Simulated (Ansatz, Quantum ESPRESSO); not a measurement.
# Mg3Be (Pm-3m): zone-centre phonons

Wanted: the vibrations of Mg3Be (Pm-3m) at Γ, by two programs.

Calculated with Quantum ESPRESSO 7.5; DFT PBE, scalar-relativistic, plane waves, SSSP efficiency pseudopotentials.

The structure was built from a prototype and need not be the compound's stable phase.

## (1) The structure

The structure is cubic, space group Pm-3m (No. 221). The conventional cell has a = 4.197 Å, b = 4.197 Å, c = 4.197 Å, α = 90.00°, β = 90.00°, γ = 90.00°. Nearest to Be lie 12 Mg at 2.97 Å. Nearest to Mg lie 4 Be at 2.97 Å and 8 Mg at 2.97 Å. Farther neighbours are not listed.

## (2) A probe with smearing

A cheap run with smearing and empty bands tells whether the crystal has a gap, which decides between fixed occupations and smearing later on.

Contents of probe.in:

```
&control
   calculation = 'scf'
   prefix = 'x'
   outdir = './tmp'
   pseudo_dir = './pseudo'
   tprnfor = .true.
   tstress = .true.
   verbosity = 'high'
/
&system
   ibrav = 1
   celldm(1) = 7.93084604
   nat = 4
   ntyp = 2
   ecutwfc = 60.0
   ecutrho = 480.0
   occupations = 'smearing'
   smearing = 'gaussian'
   degauss = 0.01
/
&electrons
   conv_thr = 1.0d-07
   mixing_beta = 0.7
   electron_maxstep = 100
/
ATOMIC_SPECIES
 Be      9.0122  Be.upf
 Mg     24.3050  Mg.upf
ATOMIC_POSITIONS crystal
 Be     0.000000000   0.000000000   0.000000000
 Mg     0.000000000   0.500000000   0.500000000
 Mg     0.500000000   0.000000000   0.500000000
 Mg     0.500000000   0.500000000   0.000000000
K_POINTS automatic
 4 4 4 0 0 0
```

Launch:

```sh
$ OMP_NUM_THREADS=1 mpirun -n 4 pw.x -nk 4 -in probe.in > probe.out
```

The program printed:

```text
[banners, grids, parts of the stress and lines that vanish by symmetry left out]
Program PWSCF v.7.5
     file Mg.upf: wavefunction(s)  3S renormalized

[...]
kinetic-energy cutoff     =      60.0000  Ry
     charge density cutoff     =     480.0000  Ry
     scf convergence threshold =      1.0E-07
[...]
Exchange-correlation= SLA  PW   PBX  PBC
                           (   1   4   3   4   0   0   0)
[...]
48 Sym. Ops., with inversion, found
[...]
(     0          1          0      )
                  (     0          0          1      )
[...]
(  0.0000000  1.0000000  0.0000000 )
                  (  0.0000000  0.0000000  1.0000000 )
[...]
(     0         -1          0      )
                  (     0          0          1      )
[...]
(     1          0          0      )
[...]
( -1.0000000  0.0000000  0.0000000 )
                  (  0.0000000  1.0000000  0.0000000 )
[...]
number of k points=    10  Gaussian smearing, width (Ry)=  0.0100
[...]
End of self-consistent calculation
[...]
the Fermi energy is     4.4320 ev
!    total energy              =    -129.01800790 Ry
[...]
convergence has been achieved in   7 iterations
[...]
atom    1 type  1   force =     0.00000000    0.00000000    0.00000000
     atom    2 type  2   force =     0.00000000    0.00000000    0.00000000
     atom    3 type  2   force =     0.00000000    0.00000000    0.00000000
     atom    4 type  2   force =     0.00000000    0.00000000    0.00000000
[...]
Total force =     0.000000     Total SCF correction =     0.000000
[...]
total   stress  (Ry/bohr**3)                   (kbar)     P=        8.64
[...]
XML data file, charge density, pseudopotentials, collected wavefunctions

   JOB DONE.
```

Wall time 5.4 s (4 MPI ranks of Arm Neoverse V1, shared host).

This step gave:

| Property | Result |
| --- | --- |
| volume per atom | 18.48 Å³ |
| pressure | 0.8640 GPa |
| gap on the k-mesh | 0 eV |

No gap opens on this mesh, so smearing is kept; the start stands at 0.86 GPa.

## (3) Relaxation

The relaxation runs at a cutoff a fifth above that of the response, since stress converges more slowly with the basis than frequencies do. Forces and stress are brought to rest with tight thresholds.

Contents of relax.in:

```
&control
   calculation = 'vc-relax'
   prefix = 'x'
   outdir = './tmp'
   pseudo_dir = './pseudo'
   tprnfor = .true.
   tstress = .true.
   forc_conv_thr = 2.0d-05
   etot_conv_thr = 1.0d-07
   nstep = 40
/
&system
   ibrav = 1
   celldm(1) = 7.93084604
   nat = 4
   ntyp = 2
   ecutwfc = 72
   ecutrho = 576.0
   occupations = 'smearing'
   smearing = 'mv'
   degauss = 0.02
/
&electrons
   conv_thr = 1.0d-11
   mixing_beta = 0.7
   electron_maxstep = 100
/
&ions
/
&cell
   press_conv_thr = 0.2
/
ATOMIC_SPECIES
 Be      9.0122  Be.upf
 Mg     24.3050  Mg.upf
ATOMIC_POSITIONS crystal
 Be     0.000000000   0.000000000   0.000000000
 Mg     0.000000000   0.500000000   0.500000000
 Mg     0.500000000   0.000000000   0.500000000
 Mg     0.500000000   0.500000000   0.000000000
K_POINTS automatic
 8 8 8 0 0 0
```

Launch:

```sh
$ OMP_NUM_THREADS=1 mpirun -n 4 pw.x -nk 4 -in relax.in > relax.out
```

The program printed:

```text
[banners, grids, parts of the stress and lines that vanish by symmetry left out]
[banner, memory and clock lines left out]
Program PWSCF v.7.5

[...]
kinetic-energy cutoff     =      72.0000  Ry
     charge density cutoff     =     576.0000  Ry
     scf convergence threshold =      1.0E-11
[...]
energy convergence thresh.=      1.0E-07
     force convergence thresh. =      2.0E-05
     press convergence thresh. =      2.0E-01
     Exchange-correlation= SLA  PW   PBX  PBC
                           (   1   4   3   4   0   0   0)
[...]
48 Sym. Ops., with inversion, found
[...]
number of k points=    35  Marzari-Vanderbilt smearing, width (Ry)=  0.0200
[...]
End of self-consistent calculation
[...]
the Fermi energy is     4.2943 ev
!    total energy              =    -129.01403392 Ry
[...]
convergence has been achieved in   9 iterations
[...]
atom    1 type  1   force =     0.00000000    0.00000000    0.00000000
     atom    2 type  2   force =     0.00000000    0.00000000    0.00000000
     atom    3 type  2   force =     0.00000000    0.00000000    0.00000000
     atom    4 type  2   force =     0.00000000    0.00000000    0.00000000
     Total force =     0.000000     Total SCF correction =     0.000000
[...]
total   stress  (Ry/bohr**3)                   (kbar)     P=        7.03
[...]
number of bfgs steps    =   0
[...]
CELL_PARAMETERS (alat=  7.93084604)
[...]
ATOMIC_POSITIONS (crystal)
Be               0.0000000000        0.0000000000        0.0000000000
Mg               0.0000000000        0.5000000000        0.5000000000
Mg               0.5000000000        0.0000000000        0.5000000000
Mg               0.5000000000        0.5000000000        0.0000000000
[...]
New effective cutoffs (rho, wfc):  574.19   71.82
[...]
End of self-consistent calculation
[...]
the Fermi energy is     4.2703 ev
!    total energy              =    -129.01410886 Ry
[...]
convergence has been achieved in   5 iterations
[...]
atom    1 type  1   force =     0.00000000    0.00000000    0.00000000
     atom    2 type  2   force =     0.00000000    0.00000000    0.00000000
     atom    3 type  2   force =     0.00000000    0.00000000    0.00000000
     atom    4 type  2   force =     0.00000000    0.00000000    0.00000000
     Total force =     0.000000     Total SCF correction =     0.000000
[...]
total   stress  (Ry/bohr**3)                   (kbar)     P=        5.30
[...]
number of bfgs steps    =   1
[...]
CELL_PARAMETERS (alat=  7.93084604)
[...]
ATOMIC_POSITIONS (crystal)
[...]
New effective cutoffs (rho, wfc):  572.68   71.63
[...]
End of self-consistent calculation
[...]
the Fermi energy is     4.2441 ev
!    total energy              =    -129.01416737 Ry
[...]
convergence has been achieved in   7 iterations
[...]
atom    1 type  1   force =     0.00000000    0.00000000    0.00000000
     atom    2 type  2   force =     0.00000000    0.00000000    0.00000000
     atom    3 type  2   force =     0.00000000    0.00000000    0.00000000
     atom    4 type  2   force =     0.00000000    0.00000000    0.00000000
     Total force =     0.000000     Total SCF correction =     0.000000
[...]
total   stress  (Ry/bohr**3)                   (kbar)     P=        3.43
[...]
the Fermi energy is     4.2050 ev
!    total energy              =    -129.01420873 Ry
[...]
convergence has been achieved in   7 iterations
[...]
atom    1 type  1   force =     0.00000000    0.00000000    0.00000000
     atom    2 type  2   force =     0.00000000    0.00000000    0.00000000
[...]
Total force =     0.000000     Total SCF correction =     0.000000
[...]
total   stress  (Ry/bohr**3)                   (kbar)     P=        0.68
[...]
number of bfgs steps    =   3
[...]
CELL_PARAMETERS (alat=  7.93084604)
[...]
ATOMIC_POSITIONS (crystal)
[...]
New effective cutoffs (rho, wfc):  569.88   71.28
[...]
End of self-consistent calculation
[...]
the Fermi energy is     4.1953 ev
!    total energy              =    -129.01421047 Ry
[...]
convergence has been achieved in   6 iterations
[...]
Total force =     0.000000     Total SCF correction =     0.000000
[...]
total   stress  (Ry/bohr**3)                   (kbar)     P=        0.01
[...]
number of bfgs steps    =   4
[...]
small trust_radius: resetting bfgs history
[...]
CELL_PARAMETERS (alat=  7.93084604)
[...]
ATOMIC_POSITIONS (crystal)
[...]
New effective cutoffs (rho, wfc):  569.88   71.28
[...]
End of self-consistent calculation
[...]
the Fermi energy is     4.1952 ev
!    total energy              =    -129.01421047 Ry
[...]
convergence has been achieved in   2 iterations
[...]
atom    1 type  1   force =     0.00000000    0.00000000    0.00000000
     atom    2 type  2   force =     0.00000000    0.00000000    0.00000000
     atom    3 type  2   force =     0.00000000    0.00000000    0.00000000
     atom    4 type  2   force =     0.00000000    0.00000000    0.00000000
     Total force =     0.000000     Total SCF correction =     0.000000
[...]
total   stress  (Ry/bohr**3)                   (kbar)     P=        0.01
[...]
bfgs converged in   6 scf cycles and   5 bfgs steps
[...]
End of BFGS Geometry Optimization
     Final enthalpy           =    -129.0142104712 Ry
     File ./tmp/x.bfgs deleted, as requested
[...]
CELL_PARAMETERS (alat=  7.93084604)
[...]
ATOMIC_POSITIONS (crystal)
[...]
Mg               0.5000000000        0.0000000000        0.5000000000
Mg               0.5000000000        0.5000000000        0.0000000000
[...]
Final scf calculation at the relaxed structure.
[...]
kinetic-energy cutoff     =      72.0000  Ry
     charge density cutoff     =     576.0000  Ry
     scf convergence threshold =      1.0E-13
[...]
press convergence thresh. =      2.0E-01
     Exchange-correlation= SLA  PW   PBX  PBC
                           (   1   4   3   4   0   0   0)
[...]
48 Sym. Ops., with inversion, found
[...]
number of k points=    35  Marzari-Vanderbilt smearing, width (Ry)=  0.0200
[...]
c_bands:  1 eigenvalues not converged
     c_bands:  1 eigenvalues not converged
     c_bands:  1 eigenvalues not converged
     c_bands:  1 eigenvalues not converged
     c_bands:  5 eigenvalues not converged
     c_bands:  1 eigenvalues not converged
     c_bands:  1 eigenvalues not converged
[...]
End of self-consistent calculation
[...]
the Fermi energy is     4.1952 ev
!    total energy              =    -129.01421051 Ry
[...]
convergence has been achieved in  11 iterations
[...]
atom    1 type  1   force =     0.00000000    0.00000000    0.00000000
     atom    2 type  2   force =     0.00000000    0.00000000    0.00000000
     atom    3 type  2   force =     0.00000000    0.00000000    0.00000000
     atom    4 type  2   force =     0.00000000    0.00000000    0.00000000
     Total force =     0.000000     Total SCF correction =     0.000000
[...]
total   stress  (Ry/bohr**3)                   (kbar)     P=        0.01
[...]
XML data file, charge density, pseudopotentials, collected wavefunctions
```

The job ended after 70 s (4 MPI ranks).

The steps of the relaxation:

| step | energy less that of the first step (eV) | largest force (eV/Å) | pressure (GPa) | volume (Å³) |
| --- | --- | --- | --- | --- |
| 1 | 0.0000 | 0.0000 | 0.70 | 73.92 |
| 2 | -0.0010 | 0.0000 | 0.53 | 74.19 |
| 3 | -0.0018 | 0.0000 | 0.34 | 74.48 |
| 4 | -0.0024 | 0.0000 | 0.07 | 74.92 |
| 5 | -0.0024 | 0.0000 | 0.00 | 75.03 |
| 6 | -0.0024 | 0.0000 | 0.00 | 75.03 |
| 7 | -0.0024 | 0.0000 | 0.00 | 75.03 |

| conventional cell, symmetrised | before | after | change |
| --- | --- | --- | --- |
| a (Å) | 4.197 | 4.218 | +0.5 % |
| b (Å) | 4.197 | 4.218 | +0.5 % |
| c (Å) | 4.197 | 4.218 | +0.5 % |
| volume (Å³/atom) | 18.48 | 18.76 | +1.5 % |

The relaxed structure:

```cif
data_structure
_symmetry_space_group_name_H-M 'P 1'
_symmetry_Int_Tables_number 1
_cell_length_a 4.2177
_cell_length_b 4.2177
_cell_length_c 4.2177
_cell_angle_alpha 90.000
_cell_angle_beta 90.000
_cell_angle_gamma 90.000
_cell_volume 75.03
loop_
_atom_site_label
_atom_site_type_symbol
_atom_site_fract_x
_atom_site_fract_y
_atom_site_fract_z
_atom_site_occupancy
Be1 Be 0.00000 0.00000 0.00000 1
Mg2 Mg 0.00000 0.50000 0.50000 1
Mg3 Mg 0.50000 0.00000 0.50000 1
Mg4 Mg 0.50000 0.50000 0.00000 1
```

The last row of the table of steps is pw.x's closing run on a basis chosen anew for the final cell, so its energy can jump.

Numbers from this step:

- volume per atom: 18.76 Å³
- pressure: 0.001 GPa

The volume changes by +1.5 % from the cell with which this run began.

## (4) Self-consistent run for the response

Perturbation theory inherits every error of the wavefunctions, so the threshold is set near the limit of the arithmetic. Smearing stays on, as the first look found no gap above 0.3 eV.

Contents of scf.in:

```
&control
   calculation = 'scf'
   prefix = 'x'
   outdir = './tmp'
   pseudo_dir = './pseudo'
   tprnfor = .true.
   tstress = .true.
/
&system
   ibrav = 1
   celldm(1) = 7.97028557
   nat = 4
   ntyp = 2
   ecutwfc = 60.0
   ecutrho = 480.0
   occupations = 'smearing'
   smearing = 'mv'
   degauss = 0.02
/
&electrons
   conv_thr = 1.0d-12
   mixing_beta = 0.7
   electron_maxstep = 100
/
ATOMIC_SPECIES
 Be      9.0122  Be.upf
 Mg     24.3050  Mg.upf
ATOMIC_POSITIONS crystal
 Be     0.000000000   0.000000000   0.000000000
 Mg     0.000000000   0.500000000   0.500000000
 Mg     0.500000000   0.000000000   0.500000000
 Mg     0.500000000   0.500000000   0.000000000
K_POINTS automatic
 8 8 8 0 0 0
```

Launch:

```sh
$ OMP_NUM_THREADS=1 mpirun -n 4 pw.x -nk 4 -in scf.in > scf.out
```

The program printed:

```text
[banners, grids, parts of the stress and lines that vanish by symmetry left out]
[banner, memory and clock lines left out]
Program PWSCF v.7.5

[...]
kinetic-energy cutoff     =      60.0000  Ry
     charge density cutoff     =     480.0000  Ry
     scf convergence threshold =      1.0E-12
[...]
Exchange-correlation= SLA  PW   PBX  PBC
                           (   1   4   3   4   0   0   0)
[...]
48 Sym. Ops., with inversion, found
[...]
number of k points=    35  Marzari-Vanderbilt smearing, width (Ry)=  0.0200
[...]
c_bands:  1 eigenvalues not converged
[...]
End of self-consistent calculation
[...]
the Fermi energy is     4.1952 ev
!    total energy              =    -129.01420677 Ry
[...]
convergence has been achieved in  11 iterations
[...]
atom    1 type  1   force =     0.00000000    0.00000000    0.00000000
     atom    2 type  2   force =     0.00000000    0.00000000    0.00000000
     atom    3 type  2   force =     0.00000000    0.00000000    0.00000000
     atom    4 type  2   force =     0.00000000    0.00000000    0.00000000
     Total force =     0.000000     Total SCF correction =     0.000000
[...]
total   stress  (Ry/bohr**3)                   (kbar)     P=        0.00
[...]
XML data file, charge density, pseudopotentials, collected wavefunctions
```

Run time: 13 s. Hardware: 4 MPI ranks.

Numbers from this step:

```
pressure : 0 GPa
```

The cell stands at 0 GPa, close enough for phonons.

(Continued in part 2 of 3.)

[Host names and launcher messages were left out of these logs when they were recorded.]

[Logs are printed without paths, hosts, clocks, repeated set-up lines and the standing remarks that a program may print on its own settings, such as how far it seeks lower states.]

[Hosts, paths, dates, database ids (printed as entryN), source tags and the programs' standing remarks are cut or masked in the printed files.]
